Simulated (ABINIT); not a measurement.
# AlBiS3 (Pm-3m): zone-centre phonons

Which modes does AlBiS3 (Pm-3m) have at the zone centre?

Method: DFT PBE, scalar-relativistic, plane waves, PseudoDojo norm-conserving pseudopotentials, in ABINIT 10.8.3.

The structure was built from a prototype and need not be the compound's stable phase.

## 1. The starting structure

It takes space group Pm-3m (No. 221, cubic). The conventional cell has a = 4.617 Å, b = 4.617 Å, c = 4.617 Å, α = 90.00°, β = 90.00°, γ = 90.00°. Nearest to Bi lie 12 S at 3.26 Å. Al has 6 S at 2.31 Å nearest. S has 2 Al at 2.31 Å and 4 Bi at 3.26 Å nearest. Farther neighbours and most contacts between anions are not listed.

Coordinates:

```cif
data_structure
_symmetry_space_group_name_H-M 'P 1'
_symmetry_Int_Tables_number 1
_cell_length_a 4.6172
_cell_length_b 4.6172
_cell_length_c 4.6172
_cell_angle_alpha 90.000
_cell_angle_beta 90.000
_cell_angle_gamma 90.000
_cell_volume 98.43
loop_
_atom_site_label
_atom_site_type_symbol
_atom_site_fract_x
_atom_site_fract_y
_atom_site_fract_z
_atom_site_occupancy
Bi1 Bi 0.00000 0.00000 0.00000 1
Al2 Al 0.50000 0.50000 0.50000 1
S3 S 0.50000 0.50000 0.00000 1
S4 S 0.50000 0.00000 0.50000 1
S5 S 0.00000 0.50000 0.50000 1
```

## 2. A first look

A first run with smearing and empty bands tells whether the crystal has a gap, which decides between fixed occupations and smearing later on.

probe.abi

```
# ground state
tolvrs 1.0d-08
prtden 1
prtwf 1

# basis, mesh and filling
ecut 36.0
ecutsm 3.0
ngkpt 4 4 4
nshiftk 1
shiftk 0.0 0.0 0.0
istwfk *1
occopt 7
tsmear 0.005
nband 26
nstep 100
diemac 9.0
prtebands 0
prtgsr 0
useylm 1

# cell and atoms
acell 8.725243463 8.725243463 8.725243463
rprim 
    1.0 0.0 0.0
    0.0 1.0 0.0
    0.0 0.0 1.0
ntypat 3
znucl 83 13 16
natom 5
typat 1 2 3 3 3
xred 
    0.0 0.0 0.0
    0.5 0.5 0.5
    0.5 0.5 0.0
    0.5 0.0 0.5
    0.0 0.5 0.5
pp_dirpath "./pseudo"
pseudos "Bi.upf, Al.upf, S.upf"
```

Run with:

```
$ OMP_NUM_THREADS=1 mpirun -n 4 abinit probe.abi > probe.log
```

Numbers of over 12 decimals in the logs are rounded to 6 here.

probe.abo, the main output file:

```text
[banners, grids, parts of the stress and lines that vanish by symmetry left out]
- input  file    -> probe.abi
- output file    -> probe.abo
- root for input  files -> probei
[...]
Symmetries : space group Pm -3 m (#221); Bravais cP (primitive cubic)
[...]
mpw =        6881          nfft =      110592          nkpt =          10
[...]
== DATASET  1 ==================================================================
[...]
cutoff_energies: {ecut:  36.0, pawecutdg:  -1.0, }
[...]
ETOT  1  -117.21056161752    -1.172E+02 6.514E-02 1.257E+03
 ETOT  2  -117.34697898566    -1.364E-01 5.797E-03 5.629E+02
 ETOT  3  -117.43454095483    -8.756E-02 2.148E-03 6.172E+00
 ETOT  4  -117.43515388833    -6.129E-04 7.498E-04 1.066E-01
 ETOT  5  -117.43518397131    -3.008E-05 8.724E-04 1.045E-03
 ETOT  6  -117.43518410272    -1.314E-07 2.489E-04 4.029E-05
 ETOT  7  -117.43518410668    -3.963E-09 3.347E-04 5.080E-06
 ETOT  8  -117.43518410717    -4.885E-10 9.269E-05 3.848E-07
 ETOT  9  -117.43518410721    -3.764E-11 1.184E-04 1.372E-09
 At SCF step    9       vres2   =  1.37E-09 < tolvrs=  1.00E-08 =>converged.
[...]
sigma(1 1)= -7.42687826E-05  sigma(3 2)=  0.00000000E+00
  sigma(2 2)= -7.42687826E-05  sigma(3 1)=  0.00000000E+00
  sigma(3 3)= -7.42687826E-05  sigma(2 1)=  0.00000000E+00
[...]
convergence: {deltae: -3.764E-11, res2:  1.372E-09, residm:  1.184E-04, diffor: null, }
etotal    :  -1.17435184E+02
[...]
sigma(1 1)= -7.42687826E-05  sigma(3 2)=  0.00000000E+00
  sigma(2 2)= -7.42687826E-05  sigma(3 1)=  0.00000000E+00
  sigma(3 3)= -7.42687826E-05  sigma(2 1)=  0.00000000E+00
[...]
- sigma(1 1)= -2.18506302E+00  sigma(3 2)=  0.00000000E+00
- sigma(2 2)= -2.18506302E+00  sigma(3 1)=  0.00000000E+00
- sigma(3 3)= -2.18506302E+00  sigma(2 1)=  0.00000000E+00
[...]
fcart     -0.0000000000E+00 -0.0000000000E+00 -0.0000000000E+00
           strten     -7.4268782625E-05 -7.4268782625E-05 -7.4268782625E-05
================================================================================

[key lines of the parts left out:]
pressure_GPa:   2.1851E+00
```

The job ended after 31 s (4 MPI ranks of Arm Neoverse N1, shared host; 2.1 min of CPU time).

Numbers from this step:

```yaml
volume_per_atom: 19.69 Å³
pressure: 2.185 GPa
gap_on_the_k_mesh: 0 eV
```

No gap opens on this mesh, so smearing is kept.

## 3. Rough relaxation

The typed start is rough, so a first relaxation with smearing and loose thresholds takes it towards rest cheaply.

prerelax.abi

```
# relaxation
ionmov 2
optcell 2
dilatmx 1.15
chkdilatmx 0
ntime 40
tolmxf 3.0d-04
tolvrs 1.0d-10
prtwf 0
prtden 0
chksymtnons 0

# basis, mesh and filling
ecut 28.8
ecutsm 3.0
ngkpt 4 4 4
nshiftk 1
shiftk 0.0 0.0 0.0
istwfk *1
occopt 7
tsmear 0.005
nband 26
nstep 100
diemac 1000000.0
prtebands 0
prtgsr 0
useylm 1

# cell and atoms
acell 8.725243463 8.725243463 8.725243463
rprim 
    1.0 0.0 0.0
    0.0 1.0 0.0
    0.0 0.0 1.0
ntypat 3
znucl 83 13 16
natom 5
typat 1 2 3 3 3
xred 
    0.0 0.0 0.0
    0.5 0.5 0.5
    0.5 0.5 0.0
    0.5 0.0 0.5
    0.0 0.5 0.5
pp_dirpath "./pseudo"
pseudos "Bi.upf, Al.upf, S.upf"
```

Run with:

```
$ OMP_NUM_THREADS=1 mpirun -n 4 abinit prerelax.abi > prerelax.log
```

prerelax.abo, the main output file:

```text
[banners, grids, parts of the stress and lines that vanish by symmetry left out]
- input  file    -> prerelax.abi
- output file    -> prerelax.abo
- root for input  files -> prerelaxi
[...]
Symmetries : space group Pm -3 m (#221); Bravais cP (primitive cubic)
[...]
mpw =        7568          nfft =      125000          nkpt =          10
[...]
== DATASET  1 ==================================================================
[...]
cutoff_energies: {ecut:  28.8, pawecutdg:  -1.0, }
[...]
ETOT  1  -117.22786772122    -1.172E+02 4.581E-02 1.410E+03
 ETOT  2  -117.39205070429    -1.642E-01 1.149E-02 2.702E+02
 ETOT  3  -117.43329317724    -4.124E-02 2.882E-03 5.631E+00
 ETOT  4  -117.43377868403    -4.855E-04 2.255E-03 7.254E-02
 ETOT  5  -117.43379262644    -1.394E-05 3.892E-04 1.424E-03
[...]
At SCF step   10       vres2   =  5.97E-12 < tolvrs=  1.00E-10 =>converged.
[...]
ETOT 10  -117.43442368365    -2.657E-12 5.027E-06 1.482E-13
 At SCF step   10       vres2   =  1.48E-13 < tolvrs=  1.00E-10 =>converged.
[...]
sigma(1 1)= -1.77000562E-06  sigma(3 2)=  0.00000000E+00
  sigma(2 2)= -1.77000562E-06  sigma(3 1)=  0.00000000E+00
  sigma(3 3)= -1.77000562E-06  sigma(2 1)=  0.00000000E+00
[...]
convergence: {deltae: -2.657E-12, res2:  1.482E-13, residm:  5.027E-06, diffor: null, }
etotal    :  -1.17434424E+02
[...]
At Broyd/MD step   3, gradients are converged :
[...]
sigma(1 1)= -1.77000562E-06  sigma(3 2)=  0.00000000E+00
  sigma(2 2)= -1.77000562E-06  sigma(3 1)=  0.00000000E+00
  sigma(3 3)= -1.77000562E-06  sigma(2 1)=  0.00000000E+00
[...]
- sigma(1 1)= -5.20753632E-02  sigma(3 2)=  0.00000000E+00
- sigma(2 2)= -5.20753632E-02  sigma(3 1)=  0.00000000E+00
- sigma(3 3)= -5.20753632E-02  sigma(2 1)=  0.00000000E+00
[...]
fcart     -0.0000000000E+00 -0.0000000000E+00 -0.0000000000E+00
           strten     -1.7700056191E-06 -1.7700056191E-06 -1.7700056191E-06
================================================================================

[key lines of the parts left out:]
pressure_GPa:   5.2075E-02
Total energy (etotal) [Ha]= -1.17434423683654E+02
```

Run time: 1.8 min. Hardware: 4 MPI ranks; 7.2 min of CPU time.

The steps of the relaxation:

| step | energy less that of the first step (eV) | largest force (eV/Å) | volume (Å³) |
| --- | --- | --- | --- |
| 1 | 0.0000 | 0.0000 | 98.43 |
| 2 | -0.0078 | 0.0000 | 99.09 |
| 3 | -0.0172 | 0.0000 | 100.94 |

| conventional cell, symmetrised | before | after | change |
| --- | --- | --- | --- |
| a (Å) | 4.617 | 4.656 | +0.8 % |
| b (Å) | 4.617 | 4.656 | +0.8 % |
| c (Å) | 4.617 | 4.656 | +0.8 % |
| volume (Å³/atom) | 19.69 | 20.19 | +2.6 % |

Final coordinates:

```xyz
5
Lattice="4.6561 0.0000 0.0000 0.0000 4.6561 0.0000 0.0000 0.0000 4.6561" Properties=species:S:1:pos:R:3 pbc="T T T"
Bi    0.0000    0.0000    0.0000
Al    2.3281    2.3281    2.3281
S     2.3281    2.3281    0.0000
S     2.3281    0.0000    2.3281
S     0.0000    2.3281    2.3281
```

This step gave:

| Property | Result |
| --- | --- |
| volume per atom | 20.19 Å³ |
| pressure | 0.05208 GPa |

The volume changes by +2.6 % in this run and stands +2.6 % from the first cell.

## 4. Relaxing the cell and atoms

The harmonic expansion needs vanishing forces, and a free crystal bears no stress, so cell and atoms are brought to rest. Stress is more sensitive to the basis than forces are: the last 3 Ha under the cutoff are smoothed with ecutsm.

relax.abi

```
# relaxation
ionmov 2
optcell 2
dilatmx 1.08
ntime 40
tolmxf 1.0d-05
tolvrs 1.0d-14
prtwf 0
prtden 0
chksymtnons 0

# basis, mesh and filling
ecut 36.0
ecutsm 3.0
ngkpt 6 6 6
nshiftk 1
shiftk 0.0 0.0 0.0
istwfk *1
occopt 7
tsmear 0.01
nband 26
nstep 100
diemac 1000000.0
prtebands 0
prtgsr 0
useylm 1

# cell and atoms
acell 8.798787684 8.798787684 8.798787684
rprim 
    1.0 0.0 0.0
    0.0 1.0 0.0
    0.0 0.0 1.0
ntypat 3
znucl 83 13 16
natom 5
typat 1 2 3 3 3
xred 
    0.0 0.0 0.0
    0.5 0.5 0.5
    0.5 0.5 0.0
    0.5 0.0 0.5
    0.0 0.5 0.5
pp_dirpath "./pseudo"
pseudos "Bi.upf, Al.upf, S.upf"
```

Run with:

```
$ OMP_NUM_THREADS=1 mpirun -n 4 abinit relax.abi > relax.log
```

relax.abo, the main output file:

```text
[banners, grids, parts of the stress and lines that vanish by symmetry left out]
- input  file    -> relax.abi
- output file    -> relax.abo
- root for input  files -> relaxi
[...]
Symmetries : space group Pm -3 m (#221); Bravais cP (primitive cubic)
[...]
mpw =        8892          nfft =      157464          nkpt =          20
[...]
== DATASET  1 ==================================================================
[...]
cutoff_energies: {ecut:  36.0, pawecutdg:  -1.0, }
[...]
ETOT  1  -117.22174996540    -1.172E+02 8.997E-02 1.774E+03
 ETOT  2  -117.37051597094    -1.488E-01 8.457E-03 4.751E+02
 ETOT  3  -117.42731841709    -5.680E-02 4.437E-03 5.764E+01
 ETOT  4  -117.43162907498    -4.311E-03 2.315E-03 9.139E+00
 ETOT  5  -117.43244132032    -8.122E-04 1.160E-03 1.679E-01
[...]
At SCF step   13       vres2   =  1.21E-15 < tolvrs=  1.00E-14 =>converged.
[...]
sigma(1 1)= -1.50019587E-05  sigma(3 2)=  0.00000000E+00
  sigma(2 2)= -1.50019587E-05  sigma(3 1)=  0.00000000E+00
  sigma(3 3)= -1.50019587E-05  sigma(2 1)=  0.00000000E+00
[...]
convergence: {deltae:  8.711E-12, res2:  1.205E-15, residm:  1.143E-04, diffor: null, }
etotal    :  -1.17432458E+02
[...]
ETOT  1  -117.43240752809    -1.174E+02 4.235E-05 7.774E-01
[...]
At SCF step   10       vres2   =  1.90E-15 < tolvrs=  1.00E-14 =>converged.
[...]
sigma(1 1)= -1.13076262E-05  sigma(3 2)=  0.00000000E+00
  sigma(2 2)= -1.13076262E-05  sigma(3 1)=  0.00000000E+00
  sigma(3 3)= -1.13076262E-05  sigma(2 1)=  0.00000000E+00
[...]
convergence: {deltae:  8.711E-12, res2:  1.898E-15, residm:  5.021E-06, diffor: null, }
etotal    :  -1.17432470E+02
[...]
ETOT  1  -117.43190199263    -1.174E+02 4.643E-06 7.292E+00
[...]
ETOT 10  -117.43248600421     3.453E-12 4.712E-07 2.919E-14
 ETOT 11  -117.43248600422    -5.784E-12 1.722E-07 2.568E-15
 At SCF step   11       vres2   =  2.57E-15 < tolvrs=  1.00E-14 =>converged.
[...]
sigma(1 1)= -8.42890566E-08  sigma(3 2)=  0.00000000E+00
  sigma(2 2)= -8.42890566E-08  sigma(3 1)=  0.00000000E+00
  sigma(3 3)= -8.42890566E-08  sigma(2 1)=  0.00000000E+00
[...]
convergence: {deltae: -5.784E-12, res2:  2.568E-15, residm:  1.722E-07, diffor: null, }
etotal    :  -1.17432486E+02
[...]
At Broyd/MD step   3, gradients are converged :
[...]
sigma(1 1)= -8.42890566E-08  sigma(3 2)=  0.00000000E+00
  sigma(2 2)= -8.42890566E-08  sigma(3 1)=  0.00000000E+00
  sigma(3 3)= -8.42890566E-08  sigma(2 1)=  0.00000000E+00
[...]
- sigma(1 1)= -2.47986966E-03  sigma(3 2)=  0.00000000E+00
- sigma(2 2)= -2.47986966E-03  sigma(3 1)=  0.00000000E+00
- sigma(3 3)= -2.47986966E-03  sigma(2 1)=  0.00000000E+00
[...]
fcart     -0.0000000000E+00 -0.0000000000E+00 -0.0000000000E+00
           strten     -8.4289056607E-08 -8.4289056607E-08 -8.4289056608E-08
================================================================================

[key lines of the parts left out:]
pressure_GPa:   2.4799E-03
Total energy (etotal) [Ha]= -1.17432486004215E+02
```

The job ended after 4 min (4 MPI ranks).

The steps of the relaxation:

| step | energy less that of the first step (eV) | largest force (eV/Å) | volume (Å³) |
| --- | --- | --- | --- |
| 1 | 0.0000 | 0.0000 | 100.94 |
| 2 | -0.0003 | 0.0000 | 101.08 |
| 3 | -0.0008 | 0.0000 | 101.50 |

| conventional cell, symmetrised | before | after | change |
| --- | --- | --- | --- |
| a (Å) | 4.656 | 4.665 | +0.2 % |
| b (Å) | 4.656 | 4.665 | +0.2 % |
| c (Å) | 4.656 | 4.665 | +0.2 % |
| volume (Å³/atom) | 20.19 | 20.30 | +0.6 % |

The relaxed structure:

```cif
data_structure
_symmetry_space_group_name_H-M 'P 1'
_symmetry_Int_Tables_number 1
_cell_length_a 4.6647
_cell_length_b 4.6647
_cell_length_c 4.6647
_cell_angle_alpha 90.000
_cell_angle_beta 90.000
_cell_angle_gamma 90.000
_cell_volume 101.50
loop_
_atom_site_label
_atom_site_type_symbol
_atom_site_fract_x
_atom_site_fract_y
_atom_site_fract_z
_atom_site_occupancy
Bi1 Bi 0.00000 0.00000 0.00000 1
Al2 Al 0.50000 0.50000 0.50000 1
S3 S 0.50000 0.50000 0.00000 1
S4 S 0.50000 0.00000 0.50000 1
S5 S 0.00000 0.50000 0.50000 1
```

Read from the output:

```yaml
volume_per_atom: 20.30 Å³
pressure: 0.002480 GPa
```

The volume changes by +0.6 % in this run and stands +3.1 % from the first cell.

## 5. Self-consistent run for the response

First-order wavefunctions inherit every error of the ground state, hence the very tight tolvrs. ecutsm is kept as in the relaxation, so that the cell stays at rest. Smearing stays on, as the first look found no gap above 0.3 eV.

gs.abi

```
# ground state
tolvrs 1.0d-16
prtden 1
prtwf 1

# basis, mesh and filling
ecut 36.0
ecutsm 3.0
ngkpt 6 6 6
nshiftk 1
shiftk 0.0 0.0 0.0
istwfk *1
occopt 7
tsmear 0.01
nband 26
nstep 100
diemac 1000000.0
prtebands 0
prtgsr 0
useylm 1

# cell and atoms
acell 8.814935112 8.814935112 8.814935112
rprim 
    1.0 0.0 0.0
    0.0 1.0 0.0
    0.0 0.0 1.0
ntypat 3
znucl 83 13 16
natom 5
typat 1 2 3 3 3
xred 
    0.0 0.0 0.0
    0.5 0.5 0.5
    0.5 0.5 0.0
    0.5 0.0 0.5
    0.0 0.5 0.5
pp_dirpath "./pseudo"
pseudos "Bi.upf, Al.upf, S.upf"
```

Run with:

```
$ OMP_NUM_THREADS=1 mpirun -n 4 abinit gs.abi > gs.log
```

gs.abo, the main output file:

```text
[banners, grids, parts of the stress and lines that vanish by symmetry left out]
- input  file    -> gs.abi
- output file    -> gs.abo
- root for input  files -> gsi
[...]
Symmetries : space group Pm -3 m (#221); Bravais cP (primitive cubic)
[...]
mpw =        7120          nfft =      110592          nkpt =          20
[...]
== DATASET  1 ==================================================================
[...]
cutoff_energies: {ecut:  36.0, pawecutdg:  -1.0, }
[...]
ETOT  1  -117.20522929601    -1.172E+02 8.086E-02 1.269E+03
 ETOT  2  -117.36524768084    -1.600E-01 7.133E-03 3.640E+02
 ETOT  3  -117.42722266563    -6.197E-02 3.605E-03 4.139E+01
 ETOT  4  -117.43164588005    -4.423E-03 6.034E-03 6.507E+00
 ETOT  5  -117.43246970923    -8.238E-04 4.138E-03 1.165E-01
[...]
ETOT 13  -117.43248600210     2.188E-12 8.418E-05 8.788E-16
 ETOT 14  -117.43248600210     8.527E-14 1.096E-04 3.267E-18
 At SCF step   14       vres2   =  3.27E-18 < tolvrs=  1.00E-16 =>converged.
[...]
sigma(1 1)= -8.43473484E-08  sigma(3 2)=  0.00000000E+00
  sigma(2 2)= -8.43473484E-08  sigma(3 1)=  0.00000000E+00
  sigma(3 3)= -8.43473484E-08  sigma(2 1)=  0.00000000E+00
[...]
convergence: {deltae:  8.527E-14, res2:  3.267E-18, residm:  1.096E-04, diffor: null, }
etotal    :  -1.17432486E+02
[...]
sigma(1 1)= -8.43473484E-08  sigma(3 2)=  0.00000000E+00
  sigma(2 2)= -8.43473484E-08  sigma(3 1)=  0.00000000E+00
  sigma(3 3)= -8.43473484E-08  sigma(2 1)=  0.00000000E+00
[...]
- sigma(1 1)= -2.48158467E-03  sigma(3 2)=  0.00000000E+00
- sigma(2 2)= -2.48158467E-03  sigma(3 1)=  0.00000000E+00
- sigma(3 3)= -2.48158467E-03  sigma(2 1)=  0.00000000E+00
[...]
fcart     -0.0000000000E+00 -0.0000000000E+00 -0.0000000000E+00
           strten     -8.4347348435E-08 -8.4347348433E-08 -8.4347348433E-08
================================================================================

[key lines of the parts left out:]
pressure_GPa:   2.4816E-03
```

The job ended after 70 s (4 MPI ranks; 4.7 min of CPU time).

Numbers from this step:

```
pressure : 0.002482 GPa
```

The cell stands at 0.0025 GPa, close enough for phonons.

(Part 1 of 4 ends here.)

[Host names and launcher messages were left out of these logs when they were recorded.]

[Logs are printed without paths, hosts, clocks, repeated set-up lines and the standing remarks that a program may print on its own settings, such as how far it seeks lower states.]

[Hosts, paths, dates, database ids (printed as entryN), source tags and the programs' standing remarks are cut or masked in the printed files.]
